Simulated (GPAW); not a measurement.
# Core-hole calculation of the Sc L₃ edge in ScHO2 (R-3m), part 2 of 2

Aim: the near-edge shape at the Sc L₃ edge of ScHO2 (R-3m), and what the core hole does to it.

GPAW 26.7.0; X-ray absorption from dipole matrix elements to empty bands, plane-wave PAW LDA.

So far. Step 5 (Spectrum with FCH, Sc atom 1): The hole costs E(hole) − E(ground) = 396.06 eV, and the lowest empty level of the hole cell on the spectrum's mesh lies at 4.02 eV, which puts the zero at 400.08 eV. Two terms are added: -1.39 eV, since the hole is spin-paired here and a spin-polarised one costs that much less in the free atom (computed apart); −1.63 eV, a third of the tabulated L₂–L₃ splitting, since the scalar-relativistic hole is their mean. The photon energy is then 397.06 eV.

### 8. Spectrum with FCH, Sc atom 1

A smaller cell brings the holes closer; here they are 3.2 Å apart.

Changed against the first core-hole run: supercell atoms from 16 to 8; the field's mesh follows (4×4×4 to 6×6×6).

xas.py

```python
import numpy as np
from ase import Atoms
from ase.parallel import parprint, paropen
from gpaw import GPAW, PW, FermiDirac, Mixer, MixerDif, setup_paths
from gpaw.test import gen
setup_paths.insert(0, '.')
gen('Sc', name='fch2p', xcname='LDA', corehole=(2, 1, 1), write_xml=True)
from gpaw.mpi import world
world.barrier()

atoms = Atoms('Sc2O4H2',
    cell=[[-1.61658904, 2.80001436, 0],
     [1.61658904, 2.80001436, 0],
     [0, -1.86667624, -9.06184831]],
    scaled_positions=[[0, 0, 0],
     [0.5, 0.5, 0.5],
     [0.7948505, 0.7948505, 0.3845515],
     [0.2948505, 0.2948505, 0.8845515],
     [0.7051495, 0.7051495, 0.1154485],
     [0.2051495, 0.2051495, 0.6154485],
     [0.75, 0.75, 0.25],
     [0.25, 0.25, 0.75]],
    pbc=True)
atoms.calc = calc = GPAW(legacy_gpaw=True, mode=PW(500, force_complex_dtype=True), xc='LDA', setups={0: 'fch2p'},
    kpts={'size': (6, 6, 6), 'gamma': True}, occupations=FermiDirac(0.02),
    charge=0, mixer=Mixer(0.1, 5, 50), maxiter=150,
    convergence={'density': 0.0001, 'eigenstates': 1e-6}, txt='scf.txt')
energy = atoms.get_potential_energy() + calc.get_reference_energy()
ef = calc.get_fermi_level()
out = dict(energy=energy, fermi=ef, forces=atoms.get_forces().tolist())
parprint(f'all-electron energy {energy:.4f} eV, Fermi level {ef:.4f} eV')
ev = np.array([[calc.get_eigenvalues(k, s) for k in range(len(calc.get_ibz_k_points()))] for s in range(calc.get_number_of_spins())])
out['homo'], out['lumo'], out['counts'] = ev[ev < ef].max(), ev[ev > ef].min(), sorted(set((ev < ef).sum((0, 2)).tolist()))
out['filled'] = (ev[:, 0] < ef).sum(1).tolist()

from ase.units import Ha
from gpaw.xas import dipole_matrix_elements
nb = int(calc.get_number_of_electrons() / 2) + 62
top, nb = nb, nb + 8 + nb // 12
nscf = calc.fixed_density(kpts={'size': (8, 8, 8), 'gamma': True}, nbands=nb,
    convergence={'bands': top, 'eigenstates': 5e-3}, maxiter=60, txt='nscf.txt')
cell = atoms.cell.array
ops = [cell.T @ U.T @ np.linalg.inv(cell.T) for U in nscf.wfs.kd.symmetry.op_scc]
filled = [24]  # bands filled in the ground state, by spin
E = np.arange(-6, 34, 0.1)
fwhm = np.interp(E, [4, 25], [0.9, 3.5])
Y, X, zero, highest = 0, 0, 1e9, 1e9
for spin in range(nscf.get_number_of_spins()):
    wfs = nscf.wfs
    mine = wfs.bd.get_slice()  # this rank's bands
    A = dipole_matrix_elements(wfs.setups[0])
    eps = np.zeros((wfs.kd.nibzkpts, nb))
    d = np.zeros((3, A.shape[1], wfs.kd.nibzkpts, nb), complex)
    for kpt in wfs.kpt_u:
        if kpt.s == spin and 0 in kpt.P_ani:
            eps[kpt.k, mine] = kpt.eps_n * Ha
            d[:, :, kpt.k, mine] = (kpt.weight * wfs.nspins / 2) ** 0.5 * np.inner(A, kpt.P_ani[0])
    world.sum(eps)
    world.sum(d)
    T = np.einsum('amkn,bmkn->abkn', d, d.conj()).real
    T = sum(np.einsum('ai,ijkn,bj->abkn', R, T, R) for R in ops) / len(ops)
    empty = np.ones_like(eps, bool) & (np.arange(nb) >= filled[spin])
    zero, highest = min(zero, eps[empty].min()), min(highest, eps[:, top - 1].min())
    lines = [(eps, T, empty)] if spin == 0 else lines + [(eps, T, empty)]
for eps, T, empty in lines:
    f = np.einsum('aakn->akn', T).reshape(3, -1)
    x = eps.ravel() - zero
    w = np.interp(x, E, fwhm) / 2.35482
    g = np.exp(-0.5 * ((E[:, None] - x) / w) ** 2) / (w * (2 * np.pi) ** 0.5)
    Y = Y + (f * empty.ravel()) @ g.T
    X = X + (f * ~empty.ravel()) @ g.T
out.update(E=E.round(2).tolist(), xas=Y.tolist(), xes=X.tolist(), zero=zero, valid=highest - zero, nk=len(eps), nb=nb)
for i in range(0, len(E), 10):
    parprint(f'{E[i]:7.2f}', *(f'{v:10.3e}' for v in Y[:, i]))
import json
with paropen('out.json', 'w') as f:
    json.dump(out, f)
```

Run with:

```
$ OMP_NUM_THREADS=1 mpirun -n 4 gpaw python xas.py
```

Elapsed: 95 s, on 4 MPI ranks of Intel Xeon 6975P-C (Granite Rapids), shared host; peak memory 0.5 GiB; 6.3 min of CPU time.

These settings depart from the first run's and aren't meant as converged.

Against the first run the r.m.s. difference is 21 %. The highest intensity below 24 eV goes from 0.4 eV (10.90) to 0.5 eV (9.66).

```
E (eV)  first run  this run
  -2.0       0.00      0.00
  -0.5       1.05      1.03
   1.0       3.43      5.43
   2.5       6.57      6.93
   4.0       0.44      0.01
   5.5       0.08      0.03
   7.0       0.05      0.05
   8.5       0.08      0.06
  10.0       0.15      0.14
  11.5       0.24      0.31
  13.0       0.34      0.39
  14.5       0.33      0.23
  16.0       0.25      0.20
  17.5       0.22      0.25
  19.0       0.30      0.31
  20.5       0.33      0.32
  22.0       0.33      0.31
  23.5       0.32      0.30
  25.0       0.30      0.31
  26.5       0.32      0.32
  28.0       0.36      0.35
  29.5       0.37      0.37
  31.0       0.37      0.36
```

### 9. What the core hole does

Both curves are counted from their own zero, so only the shift of weight within the empty states shows.

```
E (eV)  no hole   FCH
  -2.0     0.00  0.00
  -1.0     0.00  0.03
   0.0     1.00  7.03
   1.0     4.15  3.43
   2.0     3.67  5.55
   3.0     2.69  1.78
   4.0     3.60  0.44
   5.0     0.33  0.06
   6.0     0.29  0.08
   7.0     0.21  0.05
   8.0     0.24  0.07
   9.0     0.25  0.10
  10.0     0.36  0.15
  11.0     0.39  0.20
  12.0     0.39  0.28
  13.0     0.37  0.34
  14.0     0.27  0.33
  15.0     0.23  0.31
  16.0     0.28  0.25
  17.0     0.34  0.21
  18.0     0.37  0.24
  19.0     0.39  0.30
  20.0     0.40  0.32
  21.0     0.39  0.33
  22.0     0.36  0.33
  23.0     0.33  0.33
  24.0     0.32  0.31
  25.0     0.32  0.30
  26.0     0.34  0.31
  27.0     0.35  0.34
  28.0     0.35  0.36
  29.0     0.36  0.37
  30.0     0.40  0.37
  31.0     0.44  0.37
  32.0     0.46  0.40
```

With each curve scaled to its own mean, the area from −2 to 6 eV with the hole is 19.2 against 15.8, and the centre of weight from −1 to 20 eV moves by -1.7 eV: the hole pulls the absorber's empty states down.

### 10. Results

* absorber and edge: Sc L₃, atom 1 of the ground-state input (counted from 1)
* surroundings: 6 O at 2.14 Å (distorted octahedral, site symmetry -3m)
* highest intensity below 24 eV: 0.4 eV above the zero, height 10.90
* photon energy of the zero, with the added terms: 397.1 eV (raw 400.1 eV; uncertain by a few eV)

In words: The Sc L₃ edge of atom 1, with 6 O at 2.14 Å (distorted octahedral, site symmetry -3m), has its highest intensity of the first 24 eV at 0.4 eV above the zero, near 397 eV in photon energy (uncertain by a few eV), 10.9 times the mean level of the first 20 eV (Gaussian full width 0.9 eV up to 4 eV, rising linearly to 3.5 eV at 25 eV). With each curve scaled to its own mean, the area from −2 to 6 eV with the hole is 19.2 against 15.8, and the centre of weight from −1 to 20 eV moves by -1.7 eV: the hole pulls the absorber's empty states down. Changing the core hole from full to half alters the shape by 20 % r.m.s., a modest effect on the whole. A cell with holes 3.2 Å apart changes the curve by 21 % r.m.s. (16 % after the best shift). At the Sc L₃ edge of atom 1 polarisation matters most near 0.1 eV, where the curves differ by 2.3 on this scale. One-electron theory leaves out the 2p–3d multiplets that shape measured L edges of 3d elements, and the L₂ edge isn't added. The holes are only 5.9 Å apart, so the shape is probably not converged with cell size; no larger cell was run here. The mesh is coarse (0.24 Å⁻¹ between points), so small maxima may be mesh ripples. The structure is a computed Materials Project entry and may be a hypothetical form.

[Logs are printed without paths, hosts, clocks, repeated set-up lines and the standing remarks that a program may print on its own settings, such as how far it seeks lower states.]

[Hosts, paths, dates, database ids (printed as entryN), source tags and the programs' standing remarks are cut or masked in the printed files.]

[Lists of maxima count a maximum above −3 eV only where it reaches 4 % of the highest in the window and stands out from its surroundings by 2 % of it (1.5 % where it reaches 55 %); shoulders and weaker maxima are passed over, and of the rest the first, up to two pre-edge ones and the few strongest are named.]
